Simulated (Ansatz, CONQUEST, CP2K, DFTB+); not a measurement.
# Codes compared on liquid tetramethoxysilane at 280 K (105 atoms)

Wanted: errors and costs of other methods on liquid tetramethoxysilane at 280 K (105 atoms). A plane-wave run serves as the reference.

Method: Kohn-Sham DFT, PBE, PAW, plane waves, in Ansatz 0.2.0.

**1. The structure**

The cell holds 105 atoms: 20 C, 20 O, 5 Si and 60 H. Its edges and angles: a = 10.706 Å, b = 10.706 Å, c = 10.706 Å, α = 90.0°, β = 90.0°, γ = 90.0°. 5 tetramethoxysilane placed at random, at 1.03 g/cm³; overlaps pushed apart, then 10 ps at 430 K with MMFF94 bonds, angles, torsions, charges and radii (Halgren, J. Comput. Chem. 17, 490 (1996)) in harmonic and 12-6 forms. Snapshot after 20 ps at 280 K and fixed volume. Then every atom was moved at random, 0.03 Å r.m.s. a Cartesian component (hydrogen 0.6 of that).

**2. Plane-wave reference**

The PAW files are the set soft_2.

The input, input.yaml:

```yaml
crystal:
  lattice:
    - [10.70579, 0.0, 0.0]
    - [0.0, 10.70579, 0.0]
    - [0.0, 0.0, 10.70579]
  atoms:
    - { symbol: C, position: [0.634, 0.98937, 0.30907] }
    - { symbol: O, position: [0.56535, 0.87905, 0.30774] }
    - { symbol: Si, position: [0.61181, 0.74385, 0.23722] }
    - { symbol: O, position: [0.47673, 0.68106, 0.18272] }
    [... 95 atom lines left out ...]
    - { symbol: H, position: [0.97283, 0.76983, 0.82663] }
    - { symbol: H, position: [0.12014, 0.75081, 0.89708] }
    - { symbol: H, position: [0.033, 0.89815, 0.89195] }
    - { symbol: H, position: [0.98118, 0.02105, 0.63508] }
    - { symbol: H, position: [0.09354, 0.06154, 0.51761] }
    - { symbol: H, position: [0.02284, 0.18641, 0.59301] }
kpoints:
  mp_grid: { grid: [1, 1, 1] }
hamiltonian:
  xc: pbe
scf:
  occupations: { method: fermi_dirac, width: 0.05 }
output:
  forces: true
  eigenvalues: true
  populations: true
  stress: true
```

On the command line:

```console
ansatz run input.yaml --threads 4 --pin off --max-ram 8192MiB --backend cpu --events-out ev --progress --plain --runs-dir out
```

The log of the run:

```text
[...]
Pseudopotentials: kind: paw
Pseudopotential: C, paw, valence charge 4, recommended cutoff 420 eV (normal), C.paw.azcp
Pseudopotential: O, paw, valence charge 6, recommended cutoff 420 eV (normal), O.paw.azcp
Pseudopotential: Si, paw, valence charge 4, recommended cutoff 420 eV (normal), Si.paw.azcp
Pseudopotential: H, paw, valence charge 1, recommended cutoff 420 eV (normal), H.paw.azcp
[...]
Crystal: 105 atoms, lattice volume = 1227.033 Å³
Basis set: ecut = 420 eV, 23871 PW (Γ), exchange–correlation on 144×144×144 points (8 copies of the dense FFT grid, shifted against one another)
Bands: 245, of which v1, the nominal top of the filled ones, is band 140 counted from 1 (139 counted from 0)
Symmetry: 1 space group operations
Space group: P1 (ITA 1), of the structure as read, at distance tolerance 1.1e-4 Å
k-points: 1
[...]
Initial density: superposition of atomic densities (neutral atoms: chi_scale 0, normalization atom), corrected by the library's trained network
Initial wavefunctions: pseudopotential atomic-orbital guess
[...]
SCF iter   1: F=—  HF=-20507.739244 eV  |F-HF|=—  |Δ(HF+E_count)|=         —  Δρ=4.04e-3  dr2=2.66e-1  ethr=1.77e-3  ⟨swp⟩=5.0  Hψ=1067  notcnv=0  defer=87
preconditioner: auto → Resta (q_TF=auto, 2.133 Å⁻¹)  ε∞=2.2  [insulator: Δε(μ)=5.227 eV  Ē_g=16.041 eV  σ=0.050 eV  W_gap=1.00  n_scr=202 (ndim 8)  ℏωp=17.7 eV  f_vac=0.294  D(μ)=0.00/eV (n_scr^D=0)  ε∞_Penn≈2.2]
[...]
SCF iter   9: F=—  HF=-20507.702892 eV  |F-HF|=—  |Δ(HF+E_count)|=   3.93e-7  Δρ=3.29e-6  dr2=1.23e-7  ethr=3.57e-11  ⟨swp⟩=21.0  Hψ=1843  notcnv=0
SCF iter  10: F=-20507.702892 eV  HF=-20507.702892 eV  |F-HF|=1.62e-8  |Δ(HF+E_count)|=   5.65e-8  Δρ=1.25e-6  dr2=1.83e-8  ethr=3.57e-11  ⟨swp⟩=5.0  Hψ=876  notcnv=0
SCF 1 converged in 10 iterations: F = -20507.702892 eV  dr2 = 1.83e-8
[...]
SCF converged after 10 iterations
Free energy (F): -20507.702892 eV
Harris-Foulkes:  -20507.702892 eV  (|F-HF|=1.62e-8)
Internal energy: -20507.702892 eV  (E = F + TS)
E sigma→0 (E₀):  -20507.702892 eV
Fermi energy:    0.932142 eV
--- Per-component energies (eV) ---
[...]
Σ components = -20507.702892   (vs F -20507.702892, Δ=0.00e0)
--- Forces (eV/Å), atoms counted from 1 ---
  atom   1  C      0.74991504     1.29154786    -0.75201103
  atom   2  O     -0.02614457    -1.53835120    -0.34733093
  atom   3  Si    -3.94883893     1.95023879    -0.23350007
  atom   4  O      3.00004265    -0.56114531     1.59236782
[...]
atom 105  H     -0.97057315     0.88618092     0.00009522
  max |Σ_I F_I| component: 8.78e-5 eV/Å
--- Stress (GPa, compression-positive) ---
        2.564527      -1.504728      -0.480323
       -1.504727       2.540668      -0.990586
       -0.480322      -0.990585       4.054648
  P = ⅓ Tr σ = 3.0533 GPa (30.533 kbar)
--- Band table (eV) ---
  k-point 0: bands = ["-22.0294", "-21.8998", "-21.7242", "-21.4307", [... 229 levels ...], "9.9054", "10.0194", "10.0344", "10.1008", "10.1419", "10.2022", "10.2670", "10.3516", "10.3734", "10.4382", "10.4638", "10.5562"]
--- Löwdin populations: 105 sites ---
  site symbol       q [e]
     0      C      4.2084
     1      O      6.5643
     2     Si      2.2373
[...]
104      H      0.7862
  spilling = 0.015385 (of n_electrons = 280.000000)
```

Run time: 9.7 s. Hardware: 4 threads of Intel Xeon Platinum 8259CL at 2.50GHz (Skylake/Cascade Lake), shared host; peak memory 1.3 GiB.

Numbers from this run:

| Property | Result |
| --- | --- |
| free energy | -20507.7029 eV |
| free energy per atom | -195.3115 eV/atom |
| SCF cycles | 10 |
| pressure | 3.053 GPa |
| r.m.s. force component | 1.37 eV/Å |
| longest force | 6.8 eV/Å |
| Fermi energy | 0.9321 eV |
| gap (highest filled to lowest empty level) | 4.969 eV |
| spilling of the projection | 0.01538 |

Length of the force by element:

```tsv
element	coordination	atoms	mean length of the force (eV/Å)	spread	least	most
C	all	20	3.29	1.30	1.11	6.80
H	all	60	1.54	0.921	0.264	5.67
O	all	20	1.79	0.883	0.501	3.44
Si	all	5	3.30	1.72	1.00	4.92
```

Löwdin charges by element (they lack the spilled electrons, 0.041 e an atom on average):

```tsv
element	coordination	atoms	mean charge (e)	spread	least	most
C	all	20	-0.227	0.0201	-0.259	-0.192
H	all	60	0.192	0.0222	0.150	0.240
O	all	20	-0.568	0.0119	-0.586	-0.545
Si	all	5	1.74	0.0102	1.73	1.76
```

The levels nearest the highest filled one (over half full), pooled over k-points and spins:

```tsv
level less the highest filled one (eV)	occupation
-0.317	2
-0.300	2
-0.271	2
-0.197	2
-0.179	2
0	2
4.97	0
5.61	0
5.67	0
5.76	0
5.82	0
5.87	0
```

The run ends at a pressure of 3.05 GPa, with forces up to 6.8 eV/Å.

**3. Local order**

Density 1.03 g/cm³, 11.69 Å³ an atom.

g(r), total and by pair (bins of 0.2 Å):

```tsv
r (Å)	total	H-H	H-C	H-O	H-Si	C-C	C-O
0.90	0.19	0.00	0.85	0.00	0.00	0.00	0.00
1.10	4.33	0.00	19.85	0.00	0.00	0.00	0.00
1.30	0.28	0.00	0.00	0.00	0.00	0.00	3.88
1.50	0.74	0.11	0.00	0.00	0.00	0.00	8.25
1.70	1.60	3.25	0.00	0.00	0.00	0.00	0.00
1.90	0.83	1.83	0.00	1.06	0.00	0.00	0.00
2.10	1.06	0.11	0.00	4.72	0.00	0.00	0.00
2.30	0.16	0.46	0.00	0.07	0.00	0.00	0.00
2.50	0.53	0.40	0.06	0.84	0.25	0.00	0.00
2.70	1.00	0.59	0.11	0.93	2.62	0.00	0.16
2.90	0.99	0.73	0.52	1.30	4.12	0.00	1.58
3.10	0.71	0.62	0.71	0.85	0.84	0.00	1.64
3.30	0.78	0.84	0.97	0.79	0.31	0.00	1.34
3.50	0.83	0.84	0.77	0.53	2.92	1.01	1.10
3.70	1.10	1.17	1.33	0.95	1.31	1.03	1.33
3.90	1.21	1.09	1.33	1.33	0.75	1.93	1.92
4.10	1.23	1.19	1.48	1.50	0.77	1.90	0.80
4.30	1.19	1.29	1.30	1.21	0.78	2.50	0.65
4.50	1.22	1.23	1.23	1.23	0.80	2.42	0.85
4.70	1.19	1.30	1.50	0.90	0.74	1.88	0.66
4.90	1.08	1.00	1.40	1.10	0.81	0.81	0.61
5.10	0.90	0.91	0.96	0.75	1.06	0.75	1.27
5.30	0.95	1.07	1.11	0.87	0.76	0.44	0.74
```

Bonds by pair of elements; cutoffs follow the first minimum of g(r), held within bounds set by covalent radii, and pairs that aren't listed don't count as bonded:

```tsv
pair A-B	cutoff (Å)	bonds	mean length (Å)	spread (Å)	shortest (Å)	B about A	A about B
H-C	1.34	60	1.09	0.05	0.972	1	3
C-O	1.73	20	1.42	0.032	1.37	1	1
O-Si	2.12	20	1.66	0.053	1.56	1	4
```

How many atoms have how many bonded neighbours:

```tsv
element	mean	1	2	4
C	4	0	0	20
H	1	60	0	0
O	2	0	20	0
Si	4	0	0	5
```

**4. The ladder**

The programs:
- CONQUEST 1.3: pseudo-atomic orbitals (double zeta with polarisation, or contracted to multi-site or on-site support functions) with norm-conserving potentials on an integration grid.
- CP2K 2026.2: Gaussian basis with GTH pseudopotentials and a plane-wave density; labels give functional, basis (MOLOPT sets; SR short-range, UZH the newer set with its own potentials), grid cutoff/relative cutoff and solver (OT: orbital transformation; TRS4, TC2, SIGN: linear-scaling purification with its sparsity filter), or its built-in tight binding.
- DFTB+ 25.1: tight binding, with Slater–Koster sets (DFTB) or xTB through its tblite library.

All use the same cell and atoms; the electronic-structure runs use the same k-mesh, and an electronic temperature of 580 K (0.05 eV) where levels are smeared.

Differences are against the plane-wave reference, forces as r.m.s. over components; share is that over the reference's r.m.s. force, slope the least-squares factor from reference forces to these. Total energies of different programs have different zeros and aren't compared.

```tsv
run	Δ force, r.m.s. (meV/Å)	share (%)	slope	Δ pressure (GPa)	Δ gap (eV)	cores	CPU time	memory (GiB)
reference	-	-	-	-	-	4	35 s	1.3
CONQUEST PBE, grid 120 Ha	271	19.8	1.085	1.88	0.348	4	6.2 min	5.8
CP2K PBE, DZVP-MOLOPT-SR, 420/50 Ry, OT CG (coarse)	137	10.0	1.028	0.314	1.40	2	15 min	1.1
CP2K PBE, DZVP-MOLOPT-SR, 600/50 Ry, OT CG	132	9.62	1.028	0.300	1.40	4	20 min	2.8
DFTB+ GFN2-xTB	288	21.0	0.915	-2.75	2.49	1	6.5 s	0.11
```

Rows marked coarse were listed beforehand as settings not expected to be converged; some can still land near the reference.

CPU time is summed over cores on a shared host, where runs went side by side, so it is rough. Symmetry, cutoffs, thresholds, outputs and thread counts weren't matched or tuned between programs; memory under MPI is the largest rank's times the ranks.

Runs without a result: DFTB+ IPEA1-xTB (ended with an error: overlap matrix not positive definite); CP2K PBE+rVV10L, DZVP-MOLOPT-SR, 600/50 Ry, OT CG (cut off at its time limit of 10 min).

Mean charges by element (e), by run and scheme:

```tsv
run	scheme	C	O	Si	H
reference	Löwdin	-0.23	-0.57	+1.74	+0.19
CP2K PBE, DZVP-MOLOPT-SR, 420/50 Ry, OT CG	Mulliken	-0.13	-0.31	+0.83	+0.08
CP2K PBE, DZVP-MOLOPT-SR, 420/50 Ry, OT CG	Hirshfeld	-0.05	-0.20	+0.53	+0.04
CP2K PBE, DZVP-MOLOPT-SR, 600/50 Ry, OT CG	Mulliken	-0.13	-0.31	+0.83	+0.08
CP2K PBE, DZVP-MOLOPT-SR, 600/50 Ry, OT CG	Hirshfeld	-0.05	-0.20	+0.53	+0.04
DFTB+ GFN2-xTB	Mulliken	+0.02	-0.38	+0.77	+0.05
```

The reference's Löwdin charges lack the electrons that the projection spills, 0.041 e an atom on average.

Within one program, basis, potentials and functional, energies share a zero. Each run against its twin at the usual cutoff or grid and solver:

```tsv
run	twin	Δ energy (meV/atom)	Δ force, r.m.s. (meV/Å)	CPU time over the twin's
CP2K PBE, DZVP-MOLOPT-SR, 420/50 Ry, OT CG	DZVP-MOLOPT-SR, 600/50 Ry, OT CG	-0.269	50.4	0.76 (this twin ran on 4 cores)
```

**5. Outcome**

| Item | Value |
| --- | --- |
| reference r.m.s. force component | 1.37 eV/Å |
| nearest in forces | CP2K PBE, DZVP-MOLOPT-SR, 600/50 Ry, OT CG, 9.6 % |
| farthest in forces | DFTB+ GFN2-xTB, 21 % |
| cheapest electronic-structure run beside the reference | DFTB+ GFN2-xTB, 6.5 s of CPU time |

What this shows: The PBE runs in local orbitals, coarse settings apart, differ by 9.6 % (CP2K PBE, DZVP-MOLOPT-SR, 600/50 Ry, OT CG) to 20 % (CONQUEST PBE, grid 120 Ha); basis, grid and potentials can all enter. Tight binding differs by 21 % (DFTB+ GFN2-xTB); it is another model, with fitted parameters of its own, and the xTB methods hold dispersion. Runs with settings chosen to be coarse differ by 10 % (CP2K PBE, DZVP-MOLOPT-SR, 420/50 Ry, OT CG), their programs' other errors included. One electronic-structure run takes under half the reference's CPU time: DFTB+ GFN2-xTB, at 21 % in 6.5 s against 35 s; its pressure misses by -2.8 GPa. At the same functional, gaps differ from the reference's 4.97 eV by between +0.35 and +1.40 eV. A likely cause of the wide gaps: compact atomic orbitals describe empty levels worse than filled ones. In pressure, CONQUEST PBE, grid 120 Ha misses by +1.9 GPa, at the same functional. Charges hang on model, scheme and program or settings: among these rows the mean for Si runs from +0.53 to +1.74 e. In the reference: filled and empty levels are parted by 4.97 eV (at Γ alone); a semilocal functional tends to put such gaps too low. In a disordered cell it changes from sample to sample and from frame to frame. In the reference: mean Löwdin charges: C -0.23, H +0.19, O -0.57, Si +1.74 e (they miss 1.5 % of the electrons, so they add up to more than the cell's charge). Periodic xTB results under one method name differ between programs and library versions (DFTB+ here holds tblite 0.3). With short bonds to hydrogen, sets of potentials differ among themselves by several per cent in forces even at converged cutoffs, so the reference isn't exact here either. The network of contacts between molecules at the start is that of the classical potential that made the cell, and needn't be the one that DFT or experiment would give. The reference's PBE has no dispersion term, which matters for the binding between molecules or layers. The electronic-structure runs sample only Γ, in a cell whose shortest periodic width is 11 Å.

[Also dropped from logs without a mark: logging warnings of Python, and SIESTA's first energy breakdown and zero terms.]

[Logs are printed without paths, hosts, clocks, repeated set-up lines and the standing remarks that a program may print on its own settings, such as how far it seeks lower states.]

[Hosts, paths, dates, database ids (printed as entryN), source tags and the programs' standing remarks are cut or masked in the printed files.]

[The MMFF94 radii named for the starting cell were scaled by 0.96; in molecules described by MMFF94, hydrogen bound to N, O or S took a small fixed 12-6 site in their place.]
